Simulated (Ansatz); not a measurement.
## Site preference of a vacancy of Zn in amorphous Hg20Zn15S35 (70 atoms)

Aim: make a vacancy of Zn at several sites of amorphous Hg20Zn15S35 (70 atoms), relax each, and compare their energies.

Calculated with Ansatz 0.2.0; Kohn-Sham DFT, PBE, PAW (set soft_2), plane waves.

## Step 1: The starting structure

The cell holds 70 atoms: 20 Hg, 15 Zn and 35 S. Cell: a = 11.824 Å, b = 11.824 Å, c = 11.824 Å, α = 90.0°, β = 90.0°, γ = 90.0°. 70 atoms (20 Hg, 15 Zn, 35 S) placed at random at 6.14 g/cm³, melted at 2500 K for 10 ps at fixed volume with the Stillinger-Weber II-VI potential (Zhou et al., Phys. Rev. B 88, 085309 (2013)). Quenched from 2500 K to 700 K at 500 K/ps and fixed volume, held 5 ps, then minimised at fixed cell.

What the set-up can't give: The quench rate of 500 K/ps far exceeds what a furnace or splat quench reaches, so expect more defects and frozen-in strain than in a real sample. The network of bonds at the start is that of the classical potential that made the cell, and needn't be the one that DFT or experiment would give. The Brillouin zone is sampled at Γ only, in a cell whose shortest periodic width is 12 Å. Spin–orbit coupling is left out, which matters for the levels of the heavy elements.

## Step 2: Single point at the start

A single point comes first, to see the forces before anything moves.

Contents of input.yaml:

```yaml
crystal:
  lattice:
    - [11.8242, 0.0, 0.0]
    - [0.0, 11.8242, 0.0]
    - [0.0, 0.0, 11.8242]
  atoms:
    - { symbol: Hg, position: [0.75316, 0.33044, 0.20276] }
    - { symbol: Hg, position: [0.22911, 0.71636, 0.24557] }
    - { symbol: Hg, position: [0.01869, 0.10169, 0.71309] }
    - { symbol: Hg, position: [0.08359, 0.04575, 0.43136] }
    - { symbol: Hg, position: [0.24633, 0.48935, 0.88728] }
    - { symbol: Hg, position: [0.40192, 0.74785, 0.01775] }
    - { symbol: Hg, position: [0.28691, 0.01882, 0.90436] }
    - { symbol: Hg, position: [0.24924, 0.85692, 0.68163] }
    - { symbol: Hg, position: [0.52009, 0.58628, 0.82743] }
    - { symbol: Hg, position: [0.26278, 0.30358, 0.09966] }
    - { symbol: Hg, position: [0.78217, 0.86421, 0.48317] }
    - { symbol: Hg, position: [0.39779, 0.58574, 0.51966] }
    - { symbol: Hg, position: [0.55302, 0.03455, 0.88496] }
    - { symbol: Hg, position: [0.274, 0.04278, 0.21516] }
    - { symbol: Hg, position: [0.51572, 0.39335, 0.06399] }
    - { symbol: Hg, position: [0.53294, 0.84455, 0.67939] }
    - { symbol: Hg, position: [0.5193, 0.8269, 0.34583] }
    - { symbol: Hg, position: [0.66766, 0.12622, 0.4708] }
    - { symbol: Hg, position: [0.53474, 0.31179, 0.69504] }
    - { symbol: Hg, position: [0.83103, 0.93479, 0.86171] }
    - { symbol: Zn, position: [0.68783, 0.52848, 0.42123] }
    - { symbol: Zn, position: [0.06632, 0.80762, 0.96434] }
    - { symbol: Zn, position: [0.43829, 0.29213, 0.38133] }
    - { symbol: Zn, position: [0.00283, 0.54993, 0.70191] }
    - { symbol: Zn, position: [0.21391, 0.3414, 0.62876] }
    - { symbol: Zn, position: [0.69094, 0.68774, 0.14646] }
    - { symbol: Zn, position: [0.74848, 0.6422, 0.65238] }
    - { symbol: Zn, position: [0.16803, 0.40638, 0.32962] }
    - { symbol: Zn, position: [0.9228, 0.42374, 0.47951] }
    - { symbol: Zn, position: [0.00903, 0.14774, 0.08635] }
    - { symbol: Zn, position: [0.84215, 0.30949, 0.8164] }
    - { symbol: Zn, position: [0.72373, 0.99208, 0.12318] }
    - { symbol: Zn, position: [0.96173, 0.50208, 0.03865] }
    - { symbol: Zn, position: [0.02179, 0.71378, 0.44141] }
    - { symbol: Zn, position: [0.34915, 0.04362, 0.55827] }
    - { symbol: S, position: [0.06287, 0.32748, 0.77667] }
    - { symbol: S, position: [0.80672, 0.81598, 0.26591] }
    - { symbol: S, position: [0.59414, 0.69318, 0.51172] }
    - { symbol: S, position: [0.44666, 0.197, 0.19962] }
    - { symbol: S, position: [0.06031, 0.6048, 0.89408] }
    - { symbol: S, position: [0.60618, 0.01839, 0.29312] }
    - { symbol: S, position: [0.93811, 0.95301, 0.06988] }
    - { symbol: S, position: [0.09939, 0.20798, 0.26901] }
    - { symbol: S, position: [0.06255, 0.87117, 0.29788] }
    - { symbol: S, position: [0.88747, 0.57883, 0.35008] }
    - { symbol: S, position: [0.36988, 0.45704, 0.69653] }
    - { symbol: S, position: [0.36766, 0.47199, 0.33488] }
    - { symbol: S, position: [0.23143, 0.87662, 0.0654] }
    - { symbol: S, position: [0.33132, 0.92536, 0.39235] }
    - { symbol: S, position: [0.77852, 0.58932, 0.99139] }
    - { symbol: S, position: [0.61255, 0.51597, 0.23101] }
    - { symbol: S, position: [0.81679, 0.44786, 0.65125] }
    - { symbol: S, position: [0.2743, 0.21468, 0.47943] }
    - { symbol: S, position: [0.65349, 0.17072, 0.03453] }
    - { symbol: S, position: [0.89153, 0.30642, 0.02345] }
    - { symbol: S, position: [0.87951, 0.0617, 0.53632] }
    - { symbol: S, position: [0.61431, 0.342, 0.48756] }
    - { symbol: S, position: [0.34417, 0.54429, 0.08358] }
    - { symbol: S, position: [0.64628, 0.39739, 0.87758] }
    - { symbol: S, position: [0.09191, 0.54149, 0.19713] }
    - { symbol: S, position: [0.22522, 0.72252, 0.50477] }
    - { symbol: S, position: [0.11816, 0.48002, 0.51964] }
    - { symbol: S, position: [0.93239, 0.73394, 0.62046] }
    - { symbol: S, position: [0.04957, 0.88728, 0.77596] }
    - { symbol: S, position: [0.60126, 0.8428, 0.03917] }
    - { symbol: S, position: [0.87156, 0.26265, 0.37507] }
    - { symbol: S, position: [0.1594, 0.18456, 0.95667] }
    - { symbol: S, position: [0.76714, 0.12435, 0.77227] }
    - { symbol: S, position: [0.69776, 0.76028, 0.81527] }
    - { symbol: S, position: [0.53587, 0.07792, 0.6454] }
kpoints:
  mp_grid: { grid: [1, 1, 1] }
hamiltonian:
  xc: pbe
scf:
  occupations: { method: fermi_dirac, width: 0.05 }
output:
  forces: true
```

Run with:

```bash
$ ansatz run input.yaml --threads 4 --pin off --max-ram 8192MiB --backend cpu --events-out ev --progress --plain --runs-dir out
```

Numbers of over 12 decimals in the logs are rounded to 6 here.

What it wrote:

```text
Engine: ansatz 0.2.0, aarch64-unknown-linux-gnu
Pseudopotentials: kind: paw
Pseudopotential: Hg, paw, valence charge 20, recommended cutoff 420 eV (normal), Hg.paw.azcp
Pseudopotential: Zn, paw, valence charge 12, recommended cutoff 420 eV (normal), Zn.paw.azcp
Pseudopotential: S, paw, valence charge 6, recommended cutoff 420 eV (normal), S.paw.azcp
[... 5 lines on functional and potentials left out ...]
Crystal: 70 atoms, lattice volume = 1653.162 Å³
Basis set: ecut = 420 eV, 32423 PW (Γ), exchange–correlation on 160×160×160 points (8 copies of the dense FFT grid, shifted against one another)
Bands: 465, of which v1, the nominal top of the filled ones, is band 395 counted from 1 (394 counted from 0)
Symmetry: 1 space group operations
Space group: P1 (ITA 1), of the structure as read, at distance tolerance 1.2e-4 Å
k-points: 1
[... 7 lines on functional and potentials left out ...]
Initial density: superposition of atomic densities (neutral atoms: chi_scale 0, normalization atom), corrected by the library's trained network
Initial wavefunctions: pseudopotential atomic-orbital guess
Functional: x = pbe(κ = 0.804, μ = 0.219515), c = pbe(β = 0.066725)
SCF iter   1: F=—  HF=-357627.257193 eV  |F-HF|=—  |Δ(HF+E_count)|=         —  Δρ=4.48e-3  dr2=9.31e-1  ethr=1.77e-3  ⟨swp⟩=6.0  Hψ=1642  notcnv=0  defer=16
preconditioner: auto → LDOS  [metal: Δε(μ)=0.050 eV  Ē_g=9.100 eV  σ=0.050 eV  W_gap=0.24  n_scr=388 (ndim 8)  ℏωp=22.9 eV  f_vac=0.060  D(μ)=27.91/eV (n_scr^D=146)  β→1.0]
SCF iter   2: F=—  HF=-357627.194581 eV  |F-HF|=—  |Δ(HF+E_count)|=   6.26e-2  Δρ=2.55e-3  dr2=3.08e-1  ethr=1.18e-4  ⟨swp⟩=3.0  Hψ=839  notcnv=0  defer=48
SCF iter   3: F=—  HF=-357627.159522 eV  |F-HF|=—  |Δ(HF+E_count)|=   3.51e-2  Δρ=9.35e-4  dr2=3.85e-2  ethr=3.90e-5  ⟨swp⟩=2.0  Hψ=708  notcnv=0  defer=48
SCF iter   4: F=—  HF=-357627.154616 eV  |F-HF|=—  |Δ(HF+E_count)|=   4.91e-3  Δρ=4.49e-4  dr2=5.61e-3  ethr=4.87e-6  ⟨swp⟩=2.0  Hψ=697  notcnv=0  defer=48
SCF iter   5: F=—  HF=-357627.153761 eV  |F-HF|=—  |Δ(HF+E_count)|=   8.55e-4  Δρ=2.37e-4  dr2=1.71e-3  ethr=7.11e-7  ⟨swp⟩=2.0  Hψ=696  notcnv=0  defer=48
SCF iter   6: F=—  HF=-357627.153440 eV  |F-HF|=—  |Δ(HF+E_count)|=   3.21e-4  Δρ=1.07e-4  dr2=4.36e-4  ethr=2.17e-7  ⟨swp⟩=2.0  Hψ=697  notcnv=0  defer=48
SCF iter   7: F=—  HF=-357627.153580 eV  |F-HF|=—  |Δ(HF+E_count)|=   1.40e-4  Δρ=5.24e-5  dr2=9.54e-5  ethr=5.52e-8  ⟨swp⟩=2.0  Hψ=694  notcnv=0  defer=48
SCF iter   8: F=—  HF=-357627.152810 eV  |F-HF|=—  |Δ(HF+E_count)|=   7.70e-4  Δρ=2.45e-5  dr2=1.98e-5  ethr=1.21e-8  ⟨swp⟩=2.0  Hψ=745  notcnv=0  defer=48
SCF iter   9: F=—  HF=-357627.152808 eV  |F-HF|=—  |Δ(HF+E_count)|=   2.16e-6  Δρ=1.35e-5  dr2=5.77e-6  ethr=2.51e-9  ⟨swp⟩=2.0  Hψ=694  notcnv=0  defer=48
SCF iter  10: F=—  HF=-357627.152807 eV  |F-HF|=—  |Δ(HF+E_count)|=   7.45e-7  Δρ=6.68e-6  dr2=1.38e-6  ethr=7.30e-10  ⟨swp⟩=2.0  Hψ=707  notcnv=0  defer=48
SCF iter  11: F=—  HF=-357627.152807 eV  |F-HF|=—  |Δ(HF+E_count)|=   1.75e-7  Δρ=3.00e-6  dr2=3.17e-7  ethr=1.74e-10  ⟨swp⟩=2.0  Hψ=680  notcnv=0  defer=48
SCF iter  12: F=-357627.152807 eV  HF=-357627.152807 eV  |F-HF|=6.85e-8  |Δ(HF+E_count)|=   2.62e-8  Δρ=1.51e-6  dr2=8.37e-8  ethr=1.27e-11  ⟨swp⟩=3.0  Hψ=1181  notcnv=0
SCF 1 converged in 12 iterations: F = -357627.152807 eV  dr2 = 8.37e-8
  greatest PAW one-centre occupation: 1.000 electrons in one spin orbital (limit 2), on the Hg atom at site 7 (counted from 0), in its partial waves of l = 0
SCF converged after 12 iterations
Free energy (F): -357627.152807 eV
Harris-Foulkes:  -357627.152807 eV  (|F-HF|=6.85e-8)
Internal energy: -357626.892319 eV  (E = F + TS)
E sigma→0 (E₀):  -357627.022563 eV
Entropy (-TS):   -0.260488 eV (-3.721 meV/atom)
Fermi energy:    7.155689 eV
--- Per-component energies (eV) ---
  E_band       = -10096.873895
  E_kinetic    = 17667.027624
  E_local      = -102900.477995  (includes V_loc(G=0)·N_el)
  E_nonlocal   = 11704.636688
  E_hartree    = 43709.314811
  E_xc         = -9797.856463
  E_vxc        = -8995.391468  (∫ρ·V_xc dr)
  E_paw        = -247339.629296  (= ΣΔE_a)
  E_vpaw       = -14991.307536  (= ΣTr[D̂ρ^β])
  E_aug_tail   = 0.013233  (compensation charges beyond the density's cutoff)
  E_ewald      = -70669.920921
  E_smearing   = -0.260488  (= −TS)
  E_closure    = -0.000000  (closes the sum)
  Σ components = -357627.152807   (vs F -357627.152807, Δ=0.00e0)
--- Forces (eV/Å), atoms counted from 1 ---
  atom   1  Hg     0.37011976     0.19706125     0.00695617
  atom   2  Hg    -0.71234433    -0.04996830     0.15985653
  atom   3  Hg    -0.16828596     0.25781575     0.21438357
  atom   4  Hg    -0.35767787    -0.16305348    -0.27607784
  atom   5  Hg     0.00002685     0.31531970     0.03479576
  atom   6  Hg     0.69710976    -0.06810621    -0.02105821
  atom   7  Hg     0.71954467     0.08559592    -0.57079307
  atom   8  Hg     0.35406457     0.08305475    -0.02245166
  atom   9  Hg     0.40097784     0.29533348     0.41119705
  atom  10  Hg     0.38048040    -0.15446481     0.21174497
  atom  11  Hg     0.68893137     0.13778874    -0.39558730
  atom  12  Hg    -0.34464336    -0.09977923    -0.28579638
  atom  13  Hg    -0.43153952     0.27183331     0.26139819
  atom  14  Hg     0.26857047     0.44678845     0.24844778
[...]
atom  69  S     -0.25324260    -0.61391414    -0.78394584
  atom  70  S     -0.96682260    -0.05453130    -0.14301120
  max |Σ_I F_I| component: 3.01e-5 eV/Å
```

The job ended after 34 s (4 threads of Arm Neoverse V1, shared host; peak memory 2.3 GiB; 2.1 min of CPU time).

The r.m.s. force at the start is 0.38 eV/Å.

## Step 3: Relaxation

With the cell held, the atoms are moved downhill towards a nearby minimum.

Contents of input.yaml:

```yaml
crystal:
  lattice:
    - [11.8242, 0.0, 0.0]
    - [0.0, 11.8242, 0.0]
    - [0.0, 0.0, 11.8242]
  atoms:
    [... the 70 atom lines of step 2 ...]
kpoints:
  mp_grid: { grid: [1, 1, 1] }
hamiltonian:
  xc: pbe
scf:
  occupations: { method: fermi_dirac, width: 0.05 }
output:
  forces: true
relax:
  f_tol: 0.05
  max_steps: 120
```

What it wrote:

```text
[...]
Crystal: 70 atoms, lattice volume = 1653.162 Å³
Basis set: ecut = 420 eV, 32423 PW (Γ), exchange–correlation on 160×160×160 points (8 copies of the dense FFT grid, shifted against one another)
Bands: 474, of which v1, the nominal top of the filled ones, is band 395 counted from 1 (394 counted from 0)
Symmetry: 1 space group operations
[...]
k-points: 1
[...]
SCF iter   1: F=—  HF=-357627.257957 eV  |F-HF|=—  |Δ(HF+E_count)|=         —  Δρ=4.47e-3  dr2=9.29e-1  ethr=1.77e-3  ⟨swp⟩=6.0  Hψ=1698  notcnv=0  defer=16
[...]
SCF iter   8: F=-357627.152793 eV  HF=-357627.152810 eV  |F-HF|=1.70e-5  |Δ(HF+E_count)|=   1.21e-5  Δρ=2.43e-5  dr2=1.97e-5  ethr=7.91e-9  ⟨swp⟩=3.0  Hψ=1189  notcnv=0
SCF 1 converged in 8 iterations: F = -357627.152793 eV  dr2 = 1.97e-5
[...]
relax step   1: F+E_penalty+E_count = -357627.15279324 eV  Δ(F+E_penalty+E_count) = +0.000e0 eV  max|allowed force component| = 1.318e0 eV/Å  Δτ_max = 0.0000 Å  (8 SCF iters, dr2 threshold 6.25e-5 eV, accepted)
[...]
relax step   2: F+E_penalty+E_count = -357629.99306847 eV  Δ(F+E_penalty+E_count) = -2.840e0 eV  max|allowed force component| = 6.773e-1 eV/Å  Δτ_max = 0.1946 Å  (7 SCF iters, dr2 threshold 1.00e-4 eV, accepted)
[...]
relax step   3: F+E_penalty+E_count = -357631.96917252 eV  Δ(F+E_penalty+E_count) = -1.976e0 eV  max|allowed force component| = 5.299e-1 eV/Å  Δτ_max = 0.1958 Å  (9 SCF iters, dr2 threshold 2.87e-5 eV, accepted)
relax step   4: F+E_penalty+E_count = -357633.34040936 eV  Δ(F+E_penalty+E_count) = -1.371e0 eV  max|allowed force component| = 4.609e-1 eV/Å  Δτ_max = 0.1914 Å  (8 SCF iters, dr2 threshold 7.42e-5 eV, accepted)
relax step   5: F+E_penalty+E_count = -357634.56058076 eV  Δ(F+E_penalty+E_count) = -1.220e0 eV  max|allowed force component| = 4.173e-1 eV/Å  Δτ_max = 0.1952 Å  (8 SCF iters, dr2 threshold 1.00e-4 eV, accepted)
relax step   6: F+E_penalty+E_count = -357635.73684363 eV  Δ(F+E_penalty+E_count) = -1.176e0 eV  max|allowed force component| = 6.959e-1 eV/Å  Δτ_max = 0.1953 Å  (8 SCF iters, dr2 threshold 1.00e-4 eV, accepted)
relax step   7: F+E_penalty+E_count = -357636.94176366 eV  Δ(F+E_penalty+E_count) = -1.205e0 eV  max|allowed force component| = 1.174e0 eV/Å  Δτ_max = 0.1950 Å  (8 SCF iters, dr2 threshold 1.00e-4 eV, accepted)
relax step   8: F+E_penalty+E_count = -357638.42504716 eV  Δ(F+E_penalty+E_count) = -1.483e0 eV  max|allowed force component| = 9.194e-1 eV/Å  Δτ_max = 0.1939 Å  (7 SCF iters, dr2 threshold 1.00e-4 eV, accepted)
relax step   9: F+E_penalty+E_count = -357639.49335094 eV  Δ(F+E_penalty+E_count) = -1.068e0 eV  max|allowed force component| = 1.097e0 eV/Å  Δτ_max = 0.1962 Å  (7 SCF iters, dr2 threshold 1.00e-4 eV, accepted)
relax step  10: F+E_penalty+E_count = -357640.40456074 eV  Δ(F+E_penalty+E_count) = -9.112e-1 eV  max|allowed force component| = 7.726e-1 eV/Å  Δτ_max = 0.1953 Å  (7 SCF iters, dr2 threshold 1.00e-4 eV, accepted)
relax step  11: F+E_penalty+E_count = -357641.11501889 eV  Δ(F+E_penalty+E_count) = -7.105e-1 eV  max|allowed force component| = 2.432e-1 eV/Å  Δτ_max = 0.1953 Å  (7 SCF iters, dr2 threshold 1.00e-4 eV, accepted)
relax step  12: F+E_penalty+E_count = -357641.45465779 eV  Δ(F+E_penalty+E_count) = -3.396e-1 eV  max|allowed force component| = 6.158e-1 eV/Å  Δτ_max = 0.1935 Å  (8 SCF iters, dr2 threshold 5.87e-6 eV, accepted)
relax step  13: F+E_penalty+E_count = -357641.70339816 eV  Δ(F+E_penalty+E_count) = -2.487e-1 eV  max|allowed force component| = 2.373e-1 eV/Å  Δτ_max = 0.1903 Å  (6 SCF iters, dr2 threshold 3.76e-5 eV, accepted)
relax step  14: F+E_penalty+E_count = -357641.90841008 eV  Δ(F+E_penalty+E_count) = -2.050e-1 eV  max|allowed force component| = 2.674e-1 eV/Å  Δτ_max = 0.1954 Å  (7 SCF iters, dr2 threshold 8.36e-6 eV, accepted)
relax step  15: F+E_penalty+E_count = -357642.08716875 eV  Δ(F+E_penalty+E_count) = -1.788e-1 eV  max|allowed force component| = 1.854e-1 eV/Å  Δτ_max = 0.1910 Å  (7 SCF iters, dr2 threshold 1.06e-5 eV, accepted)
relax step  16: F+E_penalty+E_count = -357642.27275743 eV  Δ(F+E_penalty+E_count) = -1.856e-1 eV  max|allowed force component| = 4.250e-1 eV/Å  Δτ_max = 0.1979 Å  (7 SCF iters, dr2 threshold 1.65e-5 eV, accepted)
relax step  17: F+E_penalty+E_count = -357642.48626364 eV  Δ(F+E_penalty+E_count) = -2.135e-1 eV  max|allowed force component| = 2.266e-1 eV/Å  Δτ_max = 0.1947 Å  (6 SCF iters, dr2 threshold 8.68e-5 eV, accepted)
relax step  18: F+E_penalty+E_count = -357642.67684868 eV  Δ(F+E_penalty+E_count) = -1.906e-1 eV  max|allowed force component| = 2.669e-1 eV/Å  Δτ_max = 0.1952 Å  (7 SCF iters, dr2 threshold 1.46e-5 eV, accepted)
relax step  19: F+E_penalty+E_count = -357642.85482647 eV  Δ(F+E_penalty+E_count) = -1.780e-1 eV  max|allowed force component| = 2.978e-1 eV/Å  Δτ_max = 0.1974 Å  (6 SCF iters, dr2 threshold 2.02e-5 eV, accepted)
relax step  20: F+E_penalty+E_count = -357643.00761535 eV  Δ(F+E_penalty+E_count) = -1.528e-1 eV  max|allowed force component| = 1.828e-1 eV/Å  Δτ_max = 0.1925 Å  (6 SCF iters, dr2 threshold 8.87e-5 eV, accepted)
relax step  21: F+E_penalty+E_count = -357643.07837954 eV  Δ(F+E_penalty+E_count) = -7.076e-2 eV  max|allowed force component| = 6.430e-1 eV/Å  Δτ_max = 0.1951 Å  (7 SCF iters, dr2 threshold 1.26e-5 eV, accepted)
relax step  22: F+E_penalty+E_count = -357643.21944808 eV  Δ(F+E_penalty+E_count) = -1.411e-1 eV  max|allowed force component| = 2.577e-1 eV/Å  Δτ_max = 0.2000 Å  (6 SCF iters, dr2 threshold 1.00e-4 eV, accepted)
relax step  23: F+E_penalty+E_count = -357643.36866319 eV  Δ(F+E_penalty+E_count) = -1.492e-1 eV  max|allowed force component| = 2.584e-1 eV/Å  Δτ_max = 0.1949 Å  (7 SCF iters, dr2 threshold 1.07e-5 eV, accepted)
relax step  24: F+E_penalty+E_count = -357643.50001140 eV  Δ(F+E_penalty+E_count) = -1.313e-1 eV  max|allowed force component| = 2.328e-1 eV/Å  Δτ_max = 0.1906 Å  (7 SCF iters, dr2 threshold 1.07e-5 eV, accepted)
relax step  25: F+E_penalty+E_count = -357643.62760853 eV  Δ(F+E_penalty+E_count) = -1.276e-1 eV  max|allowed force component| = 1.914e-1 eV/Å  Δτ_max = 0.1970 Å  (6 SCF iters, dr2 threshold 4.40e-5 eV, accepted)
relax step  26: F+E_penalty+E_count = -357643.75577212 eV  Δ(F+E_penalty+E_count) = -1.282e-1 eV  max|allowed force component| = 1.401e-1 eV/Å  Δτ_max = 0.2000 Å  (7 SCF iters, dr2 threshold 2.48e-5 eV, accepted)
relax step  27: F+E_penalty+E_count = -357643.85075496 eV  Δ(F+E_penalty+E_count) = -9.498e-2 eV  max|allowed force component| = 1.463e-1 eV/Å  Δτ_max = 0.1940 Å  (8 SCF iters, dr2 threshold 1.05e-5 eV, accepted)
relax step  28: F+E_penalty+E_count = -357643.82199918 eV  Δ(F+E_penalty+E_count) = +2.876e-2 eV  max|allowed force component| = 7.002e-1 eV/Å  Δτ_max = 0.1781 Å  (7 SCF iters, dr2 threshold 1.15e-5 eV, rejected (line search))
relax step  29: F+E_penalty+E_count = -357643.90825084 eV  Δ(F+E_penalty+E_count) = -5.750e-2 eV  max|allowed force component| = 7.577e-2 eV/Å  Δτ_max = 0.0859 Å  (10 SCF iters, accepted)
relax step  30: F+E_penalty+E_count = -357643.93646700 eV  Δ(F+E_penalty+E_count) = -2.822e-2 eV  max|allowed force component| = 1.122e-1 eV/Å  Δτ_max = 0.0974 Å  (9 SCF iters, accepted)
relax step  31: F+E_penalty+E_count = -357643.95662829 eV  Δ(F+E_penalty+E_count) = -2.016e-2 eV  max|allowed force component| = 1.786e-1 eV/Å  Δτ_max = 0.1465 Å  (7 SCF iters, dr2 threshold 3.37e-6 eV, accepted)
relax step  32: F+E_penalty+E_count = -357643.97384658 eV  Δ(F+E_penalty+E_count) = -1.722e-2 eV  max|allowed force component| = 1.039e-1 eV/Å  Δτ_max = 0.0850 Å  (6 SCF iters, dr2 threshold 3.19e-5 eV, accepted)
relax step  33: F+E_penalty+E_count = -357643.98572398 eV  Δ(F+E_penalty+E_count) = -1.188e-2 eV  max|allowed force component| = 4.927e-2 eV/Å  Δτ_max = 0.0556 Å  (7 SCF iters, dr2 threshold 3.65e-6 eV, accepted)
[...]
relax step  34: F+E_penalty+E_count = -357643.98572425 eV  Δ(F+E_penalty+E_count) = -2.729e-7 eV  max|allowed force component| = 4.927e-2 eV/Å  Δτ_max = 0.0000 Å  (4 SCF iters, accepted)
SCF converged after 4 iterations
Free energy (F): -357643.985724 eV
[...]
Internal energy: -357643.985704 eV  (E = F + TS)
E sigma→0 (E₀):  -357643.985714 eV
Entropy (-TS):   -0.000020 eV (-0.000 meV/atom)
Fermi energy:    7.508346 eV
[...]
--- Forces (eV/Å), atoms counted from 1 ---
  atom   1  Hg     0.00148515     0.01201226     0.01093471
  atom   2  Hg    -0.01053918     0.00692347     0.01363806
  atom   3  Hg     0.01201283    -0.01431083    -0.02096726
  atom   4  Hg    -0.00336463    -0.01836454    -0.01481727
  atom   5  Hg     0.01157232    -0.00766079    -0.00506202
  atom   6  Hg    -0.00111080     0.02246735     0.00639473
  atom   7  Hg     0.02266910    -0.03209303    -0.00258243
  atom   8  Hg     0.00687210    -0.00109115     0.00104509
  atom   9  Hg    -0.00529068     0.01641277     0.00853500
  atom  10  Hg    -0.01980964    -0.00654930     0.00250092
  atom  11  Hg     0.00083614     0.00581438     0.00219960
  atom  12  Hg     0.00138323     0.01062736    -0.01656479
  atom  13  Hg    -0.02008888     0.00434148     0.00265176
  atom  14  Hg    -0.01841511    -0.01245242     0.00601548
[...]
atom  69  S     -0.03251741     0.01747313     0.00670418
  atom  70  S     -0.00425297     0.01732641     0.00268346
  max |Σ_I F_I| component: 2.39e-5 eV/Å
--- Relaxed structure (34 steps of the walk, 33 accepted, 0 SCFs on fresh bases) ---
  F+E_penalty+E_count = -357643.98572425 eV   max|allowed force component| = 4.927e-2 eV/Å
  atoms:
    - { symbol: Hg, position: [0.773370, 0.408275, 0.170381] }
    - { symbol: Hg, position: [0.093037, 0.736343, 0.256842] }
    - { symbol: Hg, position: [0.033733, -0.000471562, 0.670174] }
    - { symbol: Hg, position: [-0.013311, 0.213605, 0.302935] }
[...]
- { symbol: S, position: [0.569591, 0.070507, 0.638218] }
```

Elapsed: 10 min, on 4 threads; peak memory 2.3 GiB.

The relaxation converged after 34 steps, 16.8 eV below its start, with a largest force component of 0.049 eV/Å.

[end of part 1 of 4]

[Logs are printed without paths, hosts, clocks, repeated set-up lines and the standing remarks that a program may print on its own settings, such as how far it seeks lower states.]

[Hosts, paths, dates, database ids (printed as entryN), source tags and the programs' standing remarks are cut or masked in the printed files.]
